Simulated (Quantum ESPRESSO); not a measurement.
**FePt (Tetraferroplatinum): spin spirals in supercells**

Wanted: E(q) of FePt (Tetraferroplatinum) at simple fractions of a reciprocal vector.

Main program and level: Quantum ESPRESSO 7.5; PBE; plane waves with Ansatz NC SR PBE potentials, no spin-orbit coupling, flat spiral in a supercell.

## Step 1: The structure

Symmetry: P4/mmm, No. 123, tetragonal system. The conventional cell has a = 2.724 Å, b = 2.724 Å, c = 3.720 Å, α = 90.00°, β = 90.00°, γ = 90.00°. Fe has 8 Pt at 2.68 Å and 4 Fe at 2.72 Å nearest. Pt has 8 Fe at 2.68 Å and 4 Pt at 2.72 Å nearest. Farther neighbours are not listed.

As a file:

```cif
data_structure
_symmetry_space_group_name_H-M 'P 1'
_symmetry_Int_Tables_number 1
_cell_length_a 2.7235
_cell_length_b 2.7235
_cell_length_c 3.7200
_cell_angle_alpha 90.000
_cell_angle_beta 90.000
_cell_angle_gamma 90.000
_cell_volume 27.59
loop_
_atom_site_label
_atom_site_type_symbol
_atom_site_fract_x
_atom_site_fract_y
_atom_site_fract_z
_atom_site_occupancy
Fe1 Fe 0.00000 0.00000 0.00000 1
Pt2 Pt 0.50000 0.50000 0.50000 1
```

The cell comes from the Crystallography Open Database.

## Step 2: Parallel moments, one cell

pw.in reads:

```
&CONTROL
  calculation = 'scf'
  prefix = 'pwscf'
  outdir = './tmp'
  pseudo_dir = './pseudo'
  disk_io = 'nowf'
/
&SYSTEM
  ibrav = 0
  celldm(1) = 8
  nat = 2
  ntyp = 2
  ecutwfc = 76
  nbnd = 48
  occupations = 'smearing'
  smearing = 'fd'
  degauss = 0.00999582
  noncolin = .true.
  starting_magnetization(1) = 0.175
  angle1(1) = 90
  angle2(1) = 0
  starting_magnetization(2) = 0
/
&ELECTRONS
  conv_thr = 2d-08
  electron_maxstep = 150
  mixing_beta = 0.3
/
ATOMIC_SPECIES
Fe     55.8450 Fe.upf
Pt    195.0840 Pt.upf
CELL_PARAMETERS alat
   0.6433336375523    0.0000000000000    0.0000000000000
   0.0000000000000    0.6433336375523    0.0000000000000
   0.0000000000000    0.0000000000000    0.8787226479510
ATOMIC_POSITIONS crystal
Fe      0.0000000000    0.0000000000    0.0000000000
Pt      0.5000000000    0.5000000000    0.5000000000
K_POINTS automatic
12 6 6 0 0 0
```

On the command line:

```
$ OMP_NUM_THREADS=1 mpirun -n 4 pw.x -nk 4 -in pw.in > pw.out
```

What it wrote:

```text
Program PWSCF v.7.5 starts

     Fixed quantization axis for GGA:     1.000000    0.000000    0.000000
     Message from routine setup:
     using ibrav=0 with symmetry is DISCOURAGED, use correct ibrav instead

     K-points division:     npool     =       4
     Subspace diagonalization in iterative solution of the eigenvalue problem:

     G-vector sticks info
     --------------------
     sticks:   dense  smooth     PW     G-vecs:    dense   smooth      PW
     Sum         641     641    193                16639    16639    2829

     Using Slab Decomposition

     bravais-lattice index     =            0
     lattice parameter (alat)  =       8.0000  a.u.
     unit-cell volume          =     186.2063 (a.u.)^3
     number of atoms/cell      =            2
     number of atomic types    =            2
     number of electrons       =        34.00
     number of Kohn-Sham states=           48
     kinetic-energy cutoff     =      76.0000  Ry
     charge density cutoff     =     304.0000  Ry
     scf convergence threshold =      2.0E-08
     mixing beta               =       0.3000
     number of iterations used =            8  plain     mixing
     Exchange-correlation= PBE
                           (   1   4   3   4   0   0   0)
     Noncollinear calculation without spin-orbit

     celldm(1)=   8.000000  celldm(2)=   0.000000  celldm(3)=   0.000000
     celldm(4)=   0.000000  celldm(5)=   0.000000  celldm(6)=   0.000000

     crystal axes: (cart. coord. in units of alat)
               a(1) = (   0.643334   0.000000   0.000000 )
               a(2) = (   0.000000   0.643334   0.000000 )
               a(3) = (   0.000000   0.000000   0.878723 )

     reciprocal axes: (cart. coord. in units 2 pi/alat)
               b(1) = (  1.554403  0.000000  0.000000 )
               b(2) = (  0.000000  1.554403  0.000000 )
               b(3) = (  0.000000  0.000000  1.138016 )

     PseudoPot. # 1 for Fe read from file:
     Fe.upf
     Pseudo is Norm-conserving + core correction, Zval = 16.0
     Ansatz make-channels, of a published file: Generated using ONCVPSP code by D. R.
     Using radial grid of 1426 points,  6 beta functions with:
                l(1) =   0
                l(2) =   0
                l(3) =   1
                l(4) =   1
                l(5) =   2
                l(6) =   2

     PseudoPot. # 2 for Pt read from file:
     Pt.upf
     Pseudo is Norm-conserving + core correction, Zval = 18.0
     Ansatz make-channels, of a published file: Generated using ONCVPSP code by D. R.
     Using radial grid of 1374 points,  8 beta functions with:
                l(1) =   0
                l(2) =   0
                l(3) =   1
                l(4) =   1
                l(5) =   2
                l(6) =   2
                l(7) =   3
                l(8) =   3

     atomic species   valence    mass     pseudopotential
     Fe               16.00    55.84500     Fe( 1.00)
     Pt               18.00   195.08400     Pt( 1.00)

      8 Sym. Ops., with inversion, found

   Cartesian axes

     site n.     atom                  positions (alat units)
         1        Fe     tau(   1) = (   0.0000000   0.0000000   0.0000000  )
         2        Pt     tau(   2) = (   0.3216668   0.3216668   0.4393613  )

     number of k points=   160  Fermi-Dirac smearing, width (Ry)=  0.0100

     Number of k-points >= 100: set verbosity='high' to print them.

     Dense  grid:    16639 G-vectors     FFT dimensions: (  30,  30,  40)

     Generating pointlists ...
     new r_m :   0.2609 (alat units)  2.0870 (a.u.) for type    1
     new r_m :   0.2609 (alat units)  2.0870 (a.u.) for type    2

     Initial potential from superposition of free atoms

     starting charge      33.9995, renormalised to      34.0000

 ==============================================================================
     atom number    1 relative position :    0.0000   0.0000   0.0000
     charge :    14.714239  (integrated on a sphere of radius 0.261)
     magnetization :          2.513641    0.000000    0.000000
     magnetization/charge:    0.170831    0.000000    0.000000
     polar coord.: r, theta, phi [deg] :     2.513641   90.000000    0.000000

 ==============================================================================

 ==============================================================================
     atom number    2 relative position :    0.3217   0.3217   0.4394
     charge :    16.101968  (integrated on a sphere of radius 0.261)
     magnetization :          0.060674    0.000000    0.000000
     magnetization/charge:    0.003768    0.000000    0.000000
     polar coord.: r, theta, phi [deg] :     0.060674   90.000000    0.000000

 ==============================================================================
     Starting wfcs are   40 randomized atomic wfcs +    8 random wfcs

     Self-consistent Calculation

     iteration #  1     ecut=    76.00 Ry     beta= 0.30
     Davidson diagonalization with overlap
     ethr =  1.00E-02,  avg # of iterations =  3.8

     total energy              =    -520.02606171 Ry
     estimated scf accuracy    <       2.64031678 Ry

     total magnetization       =     1.55     0.00     0.00 Bohr mag/cell
     absolute magnetization    =     1.60 Bohr mag/cell

     iteration #  2     ecut=    76.00 Ry     beta= 0.30
     Davidson diagonalization with overlap
     ethr =  7.77E-03,  avg # of iterations =  2.1

     total energy              =    -520.63599511 Ry
     estimated scf accuracy    <       6.79142255 Ry

     total magnetization       =     1.64     0.00    -0.00 Bohr mag/cell
     absolute magnetization    =     1.72 Bohr mag/cell

     iteration #  3     ecut=    76.00 Ry     beta= 0.30
     Davidson diagonalization with overlap
     ethr =  7.77E-03,  avg # of iterations =  1.8

     total energy              =    -521.04881469 Ry
     estimated scf accuracy    <       0.29990612 Ry

     total magnetization       =     3.00    -0.00     0.00 Bohr mag/cell
     absolute magnetization    =     3.03 Bohr mag/cell

     [... further iterations left out ...]

     iteration #  9     ecut=    76.00 Ry     beta= 0.30
     Davidson diagonalization with overlap
     ethr =  8.22E-07,  avg # of iterations =  3.1

     total energy              =    -521.08632374 Ry
     estimated scf accuracy    <       0.00001482 Ry

     total magnetization       =     3.27    -0.00     0.00 Bohr mag/cell
     absolute magnetization    =     3.43 Bohr mag/cell

     iteration # 10     ecut=    76.00 Ry     beta= 0.30
     Davidson diagonalization with overlap
     ethr =  4.36E-08,  avg # of iterations =  2.1

     total energy              =    -521.08633162 Ry
     estimated scf accuracy    <       0.00000150 Ry

     total magnetization       =     3.28    -0.00    -0.00 Bohr mag/cell
     absolute magnetization    =     3.44 Bohr mag/cell

     iteration # 11     ecut=    76.00 Ry     beta= 0.30
     Davidson diagonalization with overlap
     ethr =  4.40E-09,  avg # of iterations =  2.0

     total energy              =    -521.08633204 Ry
     estimated scf accuracy    <       0.00000034 Ry

     total magnetization       =     3.28     0.00    -0.00 Bohr mag/cell
     absolute magnetization    =     3.44 Bohr mag/cell

     iteration # 12     ecut=    76.00 Ry     beta= 0.30
     Davidson diagonalization with overlap
     ethr =  1.01E-09,  avg # of iterations =  2.0

 ==============================================================================
     atom number    1 relative position :    0.0000   0.0000   0.0000
     charge :    14.727850  (integrated on a sphere of radius 0.261)
     magnetization :          2.947088   -0.000000   -0.000000
     magnetization/charge:    0.200103   -0.000000   -0.000000
     polar coord.: r, theta, phi [deg] :     2.947088   90.000000   -0.000000

 ==============================================================================

 ==============================================================================
     atom number    2 relative position :    0.3217   0.3217   0.4394
     charge :    15.792908  (integrated on a sphere of radius 0.261)
     magnetization :          0.390325    0.000000    0.000000
     magnetization/charge:    0.024715    0.000000    0.000000
     polar coord.: r, theta, phi [deg] :     0.390325   90.000000    0.000000

 ==============================================================================

     End of self-consistent calculation

     Number of k-points >= 100: set verbosity='high' to print the bands.

     the Fermi energy is    20.7119 ev

!    total energy              =    -521.08633213 Ry
     estimated scf accuracy    <       0.00000002 Ry
     smearing contrib. (-TS)   =      -0.00677864 Ry
     internal energy E=F+TS    =    -521.07955349 Ry

     The total energy is F=E-TS. E is the sum of the following terms:
     one-electron contribution =    -160.36655259 Ry
     hartree contribution      =     102.67918960 Ry
     xc contribution           =     -94.41617478 Ry
     ewald contribution        =    -368.97601571 Ry

     total magnetization       =     3.28    -0.00     0.00 Bohr mag/cell
     absolute magnetization    =     3.44 Bohr mag/cell

     convergence has been achieved in  12 iterations

=------------------------------------------------------------------------------=
   JOB DONE.
=------------------------------------------------------------------------------=
```

Run time: 2.1 min. Hardware: 4 MPI ranks of Arm Neoverse V1, shared host; peak memory 0.79 GiB; 8.3 min of CPU time.

Spin moment in the atom's sphere by atom:

| atom | x (μB) | y (μB) | z (μB) | size |
| --- | --- | --- | --- | --- |
| Fe1 | 2.95 | 0.00 | 0.00 | 2.95 |
| Pt2 | 0.39 | 0.00 | 0.00 | 0.39 |

Numbers from this step:

| Property | Result |
| --- | --- |
| smearing term TS | 0.09223 eV |
| magnetization | 3.279, 0, 0 μB |
| absolute magnetization | 3.441 μB |
| final state | ferromagnetic |

## Step 3: One turn in 2 cells along the input cell's a

Neighbouring cells are turned by 180° in the xy plane; the cell holds 4 atoms.

pw.in reads:

```
&CONTROL
  calculation = 'scf'
  prefix = 'pwscf'
  outdir = './tmp'
  pseudo_dir = './pseudo'
  disk_io = 'nowf'
/
&SYSTEM
  ibrav = 0
  celldm(1) = 8
  nat = 4
  ntyp = 4
  ecutwfc = 76
  nbnd = 88
  occupations = 'smearing'
  smearing = 'fd'
  degauss = 0.00999582
  noncolin = .true.
  starting_magnetization(1) = 0.175
  angle1(1) = 90
  angle2(1) = 0
  starting_magnetization(2) = 0.175
  angle1(2) = 90
  angle2(2) = 180
  starting_magnetization(3) = 0
  starting_magnetization(4) = 0
/
&ELECTRONS
  conv_thr = 4d-08
  electron_maxstep = 150
  mixing_beta = 0.3
/
ATOMIC_SPECIES
Fe1    55.8450 Fe.upf
Fe2    55.8450 Fe.upf
Pt1   195.0840 Pt.upf
Pt2   195.0840 Pt.upf
CELL_PARAMETERS alat
   1.2866672751046    0.0000000000000    0.0000000000000
   0.0000000000000    0.6433336375523    0.0000000000000
   0.0000000000000    0.0000000000000    0.8787226479510
ATOMIC_POSITIONS crystal
Fe1     0.0000000000    0.0000000000    0.0000000000
Fe2     0.5000000000    0.0000000000    0.0000000000
Pt1     0.2500000000    0.5000000000    0.5000000000
Pt2     0.7500000000    0.5000000000    0.5000000000
K_POINTS automatic
6 6 6 0 0 0
```

What it wrote:

```text
     [... lines left out ...]
Program PWSCF v.7.5 starts
     [... lines left out ...]
     number of atoms/cell      =            4
     [... lines left out ...]
     number of electrons       =        68.00
     number of Kohn-Sham states=           88
     kinetic-energy cutoff     =      76.0000  Ry
     charge density cutoff     =     304.0000  Ry
     scf convergence threshold =      4.0E-08
     [... lines left out ...]
     Noncollinear calculation without spin-orbit
     [... lines left out ...]
      4 Sym. Ops. (no inversion) found
     [... lines left out ...]
     number of k points=    72  Fermi-Dirac smearing, width (Ry)=  0.0100
     [... lines left out ...]
     iteration # 16     ecut=    76.00 Ry     beta= 0.30
     [... lines left out ...]
     atom number    1 relative position :    0.0000   0.0000   0.0000
     [... lines left out ...]
     magnetization :          2.886654    0.000000   -0.000000
     [... lines left out ...]
     atom number    2 relative position :    0.6433   0.0000   0.0000
     [... lines left out ...]
     magnetization :         -2.886684   -0.000000   -0.000000
     [... lines left out ...]
     atom number    3 relative position :    0.3217   0.3217   0.4394
     [... lines left out ...]
     magnetization :         -0.000001    0.000000    0.000000
     [... lines left out ...]
     atom number    4 relative position :    0.9650   0.3217   0.4394
     [... lines left out ...]
     magnetization :         -0.000001    0.000000   -0.000000
     [... lines left out ...]
     the Fermi energy is    20.8975 ev
!    total energy              =   -1042.17257708 Ry
     estimated scf accuracy    <          5.6E-09 Ry
     smearing contrib. (-TS)   =      -0.01623257 Ry
     [... lines left out ...]
     total magnetization       =    -0.00     0.00    -0.00 Bohr mag/cell
     absolute magnetization    =     6.15 Bohr mag/cell
     convergence has been achieved in  16 iterations
```

Run time: 5.8 min. Hardware: 4 MPI ranks; peak memory 1.4 GiB; 23 min of CPU time.

Spin moment in the atom's sphere by atom:

| atom | x (μB) | y (μB) | z (μB) | size |
| --- | --- | --- | --- | --- |
| Fe1 | 2.89 | 0.00 | 0.00 | 2.89 |
| Fe2 | -2.89 | 0.00 | 0.00 | 2.89 |
| Pt3 | 0.00 | 0.00 | 0.00 | 0.00 |
| Pt4 | 0.00 | 0.00 | 0.00 | 0.00 |

This step gave:

```yaml
smearing_term_ts: 0.2209 eV
magnetization: 0, 0, 0 μB
absolute_magnetization: 6.15 μB
final_state: antiferromagnetic
```

## Step 4: One turn in 3 cells along the input cell's a

Neighbouring cells are turned by 120° in the xy plane; the cell holds 6 atoms.

pw.in reads:

```
&CONTROL
  calculation = 'scf'
  prefix = 'pwscf'
  outdir = './tmp'
  pseudo_dir = './pseudo'
  disk_io = 'nowf'
/
&SYSTEM
  ibrav = 0
  celldm(1) = 8
  nat = 6
  ntyp = 6
  ecutwfc = 76
  nbnd = 128
  occupations = 'smearing'
  smearing = 'fd'
  degauss = 0.00999582
  noncolin = .true.
  starting_magnetization(1) = 0.175
  angle1(1) = 90
  angle2(1) = 0
  starting_magnetization(2) = 0.175
  angle1(2) = 90
  angle2(2) = 120
  starting_magnetization(3) = 0.175
  angle1(3) = 90
  angle2(3) = -120
  starting_magnetization(4) = 0
  starting_magnetization(5) = 0
  starting_magnetization(6) = 0
/
&ELECTRONS
  conv_thr = 6d-08
  electron_maxstep = 150
  mixing_beta = 0.3
/
ATOMIC_SPECIES
Fe1    55.8450 Fe.upf
Fe2    55.8450 Fe.upf
Fe3    55.8450 Fe.upf
Pt1   195.0840 Pt.upf
Pt2   195.0840 Pt.upf
Pt3   195.0840 Pt.upf
CELL_PARAMETERS alat
   1.9300009126569    0.0000000000000    0.0000000000000
   0.0000000000000    0.6433336375523    0.0000000000000
   0.0000000000000    0.0000000000000    0.8787226479510
ATOMIC_POSITIONS crystal
Fe1     0.0000000000    0.0000000000    0.0000000000
Fe2     0.3333333333    0.0000000000    0.0000000000
Fe3     0.6666666667    0.0000000000    0.0000000000
Pt1     0.1666666667    0.5000000000    0.5000000000
Pt2     0.5000000000    0.5000000000    0.5000000000
Pt3     0.8333333333    0.5000000000    0.5000000000
K_POINTS automatic
4 6 6 0 0 0
```

What it wrote:

```text
     [... lines left out ...]
Program PWSCF v.7.5 starts
     [... lines left out ...]
     number of atoms/cell      =            6
     [... lines left out ...]
     number of electrons       =       102.00
     number of Kohn-Sham states=          128
     kinetic-energy cutoff     =      76.0000  Ry
     charge density cutoff     =     304.0000  Ry
     scf convergence threshold =      6.0E-08
     [... lines left out ...]
     Noncollinear calculation without spin-orbit
     [... lines left out ...]
      2 Sym. Ops. (no inversion) found
     [... lines left out ...]
     number of k points=    84  Fermi-Dirac smearing, width (Ry)=  0.0100
     [... lines left out ...]
     iteration # 20     ecut=    76.00 Ry     beta= 0.30
     [... lines left out ...]
     atom number    1 relative position :    0.0000   0.0000   0.0000
     [... lines left out ...]
     magnetization :          2.888138    0.000001   -0.000000
     [... lines left out ...]
     atom number    2 relative position :    0.6433   0.0000   0.0000
     [... lines left out ...]
     magnetization :         -1.443952    2.501250   -0.000000
     [... lines left out ...]
     atom number    3 relative position :    1.2867   0.0000   0.0000
     [... lines left out ...]
     magnetization :         -1.443926   -2.501274   -0.000000
     [... lines left out ...]
     atom number    4 relative position :    0.3217   0.3217   0.4394
     [... lines left out ...]
     magnetization :          0.057164    0.098929    0.000000
     [... lines left out ...]
     atom number    5 relative position :    0.9650   0.3217   0.4394
     [... lines left out ...]
     magnetization :         -0.114289    0.000018    0.000000
     [... lines left out ...]
     atom number    6 relative position :    1.6083   0.3217   0.4394
     [... lines left out ...]
     magnetization :          0.057127   -0.098985   -0.000000
     [... lines left out ...]
     the Fermi energy is    20.8661 ev
!    total energy              =   -1563.25749917 Ry
     estimated scf accuracy    <          8.7E-09 Ry
     smearing contrib. (-TS)   =      -0.02271543 Ry
     [... lines left out ...]
     total magnetization       =     0.00     0.00     0.00 Bohr mag/cell
     absolute magnetization    =     9.44 Bohr mag/cell
     convergence has been achieved in  20 iterations
```

Run time: 23 min. Hardware: 4 MPI ranks; peak memory 3 GiB.

Spin moment in the atom's sphere by atom:

| atom | x (μB) | y (μB) | z (μB) | size |
| --- | --- | --- | --- | --- |
| Fe1 | 2.89 | 0.00 | 0.00 | 2.89 |
| Fe2 | -1.44 | 2.50 | 0.00 | 2.89 |
| Fe3 | -1.44 | -2.50 | 0.00 | 2.89 |
| Pt4 | 0.06 | 0.10 | 0.00 | 0.11 |
| Pt5 | -0.11 | 0.00 | 0.00 | 0.11 |
| Pt6 | 0.06 | -0.10 | 0.00 | 0.11 |

Read from the output:

| Item | Value |
| --- | --- |
| smearing term TS | 0.3091 eV |
| magnetization | 0, 0, 0 μB |
| absolute magnetization | 9.442 μB |
| final state | non-collinear |

(Part 1 of 2 ends here.)

[Logs and program files are shortened in this print: banners, set-up blocks, solver, clock and traceback lines can be left out without a mark of their own.]

[Logs are printed without paths, hosts, clocks, repeated set-up lines and the standing remarks that a program may print on its own settings, such as how far it seeks lower states.]

[Hosts, paths, dates, database ids (printed as entryN), source tags and the programs' standing remarks are cut or masked in the printed files.]

[Where a cell is said to come from a database of computed structures, the database is the Materials Project.]
